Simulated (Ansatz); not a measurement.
# G0W0 on several functionals: Diamond (Fd-3m, 2 atoms a cell), part 2 of 2

How much of the starting functional survives in the G0W0 gap of Diamond (Fd-3m, 2 atoms a cell)?

Ansatz 0.2.0; G0W0 on several functionals, plane waves, PAW. Known limits of the many-body steps: not at the basis limit.

So far. Step 4 (G0W0 on r2SCAN): Against the run with 8×8×8 mesh, 25 empty bands, screening to 100 eV, PAW set soft_1 files on PBE, the gap moves by +0.14 eV, while the start moved by +0.21 eV. Step 5 (G0W0 on HSE06): Against the run with 8×8×8 mesh, 25 empty bands, screening to 100 eV, PAW set soft_1 files on r2SCAN, the gap moves by +0.26 eV, while the start moved by +0.94 eV.

In doubt: masses and optical values from hybrid runs of this build are listed as unsure (steps 5, 6, 7), which bears on the screening that GW takes from such a start.

## Step 6: G0W0 on PBE0

This step: G0W0 on PBE0, plane waves, PAW; PAW set soft_1.

input.yaml

```yaml
crystal:
  lattice:
    - [0.0, 1.78337, 1.78337]
    - [1.78337, 0.0, 1.78337]
    - [1.78337, 1.78337, 0.0]
  atoms:
    - { symbol: C, position: [0.0, 0.0, 0.0] }
    - { symbol: C, position: [0.25, 0.25, 0.25] }
kpoints:
  mp_grid: { grid: [8, 8, 8] }
hamiltonian:
  xc: pbe0
  pseudopotentials: { kind: paw, azcp: { folder: soft_1 } }
scf:
  occupations: { method: fixed }
gw:
  n_empty_bands: 25
  ecut_chi: 100
  qp_bands: [v2, c2]
  qp_kpoints: band_edges
  screening: { model: contour_deformation }
```

Command:

```bash
$ ansatz run input.yaml --threads 3 --pin off --max-ram 92160MiB --backend cuda --events-out ev --progress --plain --runs-dir out --devices 1 --max-vram 13GiB
```

Numbers of over 12 decimals in the logs are rounded to 6 here.

The log of the run:

```text
GPUs: using 1 of 1 available (devices: 1).
[...]
GPU FFT provider: cuFFT
GPU libraries: cuBLAS 13.8.2, cuFFT 12.4.0, cuSOLVER 12.3.4
Crystal: 2 atoms, lattice volume = 11.344 Å³
Basis set: ecut = 420 eV, 229 PW (Γ)
Bands: 8, of which v1, the nominal top of the filled ones, is band 4 counted from 1 (3 counted from 0)
Symmetry: 48 space group operations
[...]
k-points: 29 of 512
[...]
1     5     20.9929   -10.0165    -4.6143   -15.2297  0.8520    21.5929    21.5917  root
     1     6     20.9929   -10.0165    -4.6143   -15.2297  0.8520    21.5929    21.5917  root
[...]
28     3      3.2691   -20.7411     3.9036   -17.1727  0.8217     3.6037     3.6044  root
    28     4      3.2691   -20.7411     3.9036   -17.1727  0.8217     3.6037     3.6044  root
    28     5     25.2892    -7.5533    -5.3944   -13.2759  0.8476    25.6178    25.6173  root
    28     6     25.2892    -7.5533    -5.3944   -13.2759  0.8476    25.6178    25.6173  root
[key lines of the parts left out:]
Free energy (F): -501.873261 eV
Fermi energy:    12.360978 eV
```

Wall time 19 s (1 × NVIDIA H100 80GB HBM3 (shared by 6 runs) with 3 threads of AMD EPYC 7R13 (Zen 3), shared host); peak memory 1.1 GiB; 22 s of CPU time.

This step gave:

* bands summed: 29
* RPA ε∞ on this mesh (eigenvalues): 4.752, 4.752, 4.752
* plane waves in the screening matrix: 27
* G0W0 gap on the mesh: 5.807 eV
* k of the valence top: 0, 0, 0
* k of the conduction bottom: 0, 0.375, 0.375
* starting gap on the mesh: 6.037 eV
* least direct G0W0 gap on the computed points: 7.801 eV

Against the run with 8×8×8 mesh, 25 empty bands, screening to 100 eV, PAW set soft_1 files on HSE06, the gap moves by +0.14 eV, while the start moved by +0.75 eV.

## Step 7: G0W0 on Hartree-Fock

This step: G0W0 on Hartree-Fock, plane waves, PAW; PAW set soft_1.

input.yaml: that of step 6 with these lines changed.

```diff
@@ -11,3 +11,3 @@
 hamiltonian:
-  xc: pbe0
+  xc: hf
   pseudopotentials: { kind: paw, azcp: { folder: soft_1 } }
```

The log of the run:

```text
GPUs: using 1 of 1 available (devices: 1).
[...]
GPU FFT provider: cuFFT
GPU libraries: cuBLAS 13.8.2, cuFFT 12.4.0, cuSOLVER 12.3.4
Crystal: 2 atoms, lattice volume = 11.344 Å³
Basis set: ecut = 420 eV, 229 PW (Γ)
Bands: 8, of which v1, the nominal top of the filled ones, is band 4 counted from 1 (3 counted from 0)
Symmetry: 48 space group operations
[...]
k-points: 29 of 512
[...]
1     5     26.3694    -9.5901    -3.6762    -9.6101  0.8994    22.7338    22.7131  root
     1     6     26.3694    -9.5901    -3.6762    -9.6101  0.8994    22.7338    22.7131  root
[...]
28     3     -0.2876   -20.9017     3.0482   -20.8985  0.8816     2.7360     2.7574  root
    28     4     -0.2876   -20.9017     3.0482   -20.8985  0.8816     2.7360     2.7574  root
    28     5     30.9628    -7.1046    -4.1769    -7.1068  0.8980    26.8208    26.7881  root
    28     6     30.9628    -7.1046    -4.1769    -7.1068  0.8980    26.8208    26.7881  root
[key lines of the parts left out:]
Free energy (F): -490.856469 eV
Fermi energy:    10.514924 eV
```

The job ended after 19 s (1 × NVIDIA H100 80GB HBM3 (shared by 6 runs) with 3 threads; peak memory 1.1 GiB).

Numbers from this step:

| Quantity | Value |
| --- | --- |
| bands summed | 29 |
| RPA ε∞ on this mesh (eigenvalues) | 3.164, 3.164, 3.164 |
| plane waves in the screening matrix | 27 |
| G0W0 gap on the mesh | 7.219 eV |
| k of the valence top | 0, 0, 0 |
| k of the conduction bottom | 0, 0.375, 0.375 |
| starting gap on the mesh | 12.57 eV |
| least direct G0W0 gap on the computed points | 9.383 eV |

Against the run with 8×8×8 mesh, 25 empty bands, screening to 100 eV, PAW set soft_1 files on PBE0, the gap moves by +1.41 eV, while the start moved by +6.53 eV.

## Step 8: Side by side

All on the 8×8×8 mesh with 25 empty bands and screening to 100 eV. Times are wall times on 1 × NVIDIA H100 80GB HBM3 (shared by 6 runs) with 3 threads of AMD EPYC 7R13 (Zen 3), shared host, good to a factor of about two.

```tsv
start	starting gap (eV)	shift (eV)	G0W0 gap (eV)	RPA ε∞ (harmonic mean)	Z (valence, conduction)	time
LDA	4.11	+1.13	5.23	5.80	0.83, 0.84	11 s
PBE	4.14	+1.12	5.26	5.77	0.83, 0.84	13 s
r2SCAN	4.35	+1.05	5.40	5.55	0.84, 0.85	12 s
HSE06	5.29	+0.38	5.67	4.99	0.85, 0.86	16 s
PBE0	6.04	−0.23	5.81	4.75	0.85, 0.86	19 s
Hartree-Fock	12.57	−5.35	7.22	3.16	0.90, 0.91	19 s
```

The parts of the quasiparticle energy at the two band edges (eV; QP = start + Σx + Σc − Vxc):

```tsv
run	edge	start	Σx	Σc	Vxc	Z	QP
LDA	valence top	13.09	-20.08	2.07	-18.00	0.83	13.09
LDA	conduction bottom	17.20	-9.65	-4.60	-15.37	0.84	18.33
PBE	valence top	13.35	-20.09	2.13	-17.77	0.83	13.15
PBE	conduction bottom	17.49	-9.61	-4.55	-15.09	0.84	18.41
r2SCAN	valence top	13.32	-20.09	2.13	-17.75	0.84	13.10
r2SCAN	conduction bottom	17.67	-9.53	-4.46	-14.83	0.85	18.51
HSE06	valence top	12.73	-20.17	2.07	-18.28	0.85	12.91
HSE06	conduction bottom	18.02	-9.43	-4.36	-14.36	0.86	18.58
```

For a hybrid start, Vxc holds its share of exact exchange.

## Step 9: Outcome

| Item | Value |
| --- | --- |
| G0W0@LDA | 5.23 eV (start 4.11 eV) |
| G0W0@PBE | 5.26 eV (start 4.14 eV) |
| G0W0@r2SCAN | 5.40 eV (start 4.35 eV) |
| G0W0@HSE06 | 5.67 eV (start 5.29 eV) |
| G0W0@PBE0 | 5.81 eV (start 6.04 eV) |
| G0W0@Hartree-Fock | 7.22 eV (start 12.57 eV) |
| known limits | not at the basis limit |

In words: The starting gaps span 8.46 eV and the G0W0 gaps 1.99 eV. Between LDA and Hartree-Fock, 1.99 eV of the 8.46 eV survives, 23 %. Hartree-Fock screens less than LDA (ε∞ 3.16 against 5.80). Of the 1.99 eV by which its G0W0 gap is higher, the correlation part gives +1.27 eV, and exchange with the one-particle terms, which follow the orbitals, +0.71 eV. On PBE0 and Hartree-Fock the correction is negative: that start lies above its own G0W0 value. The smallest correction, −0.23 eV, is on PBE0, the start nearest to reproducing itself. Bands and cutoff are finite, so the gap is not at the basis limit. The miss can reach some tenths of an eV and take either sign; the mesh is an error of its own.

[Paths, hosts, dates, memory and timing lines, banners, echoed tables and standing remarks are left out of the program output.]

[Logs are printed without paths, hosts, clocks, repeated set-up lines and the standing remarks that a program may print on its own settings, such as how far it seeks lower states.]

[Runs of the session that timed out or met a known fault of the program may be left out.]

[Cells called generated may have been cut or substituted from an entry of the Crystallography Open Database or the Materials Project.]

[Hosts, paths, dates, database ids (printed as entryN), source tags and the programs' standing remarks are cut or masked in the printed files.]
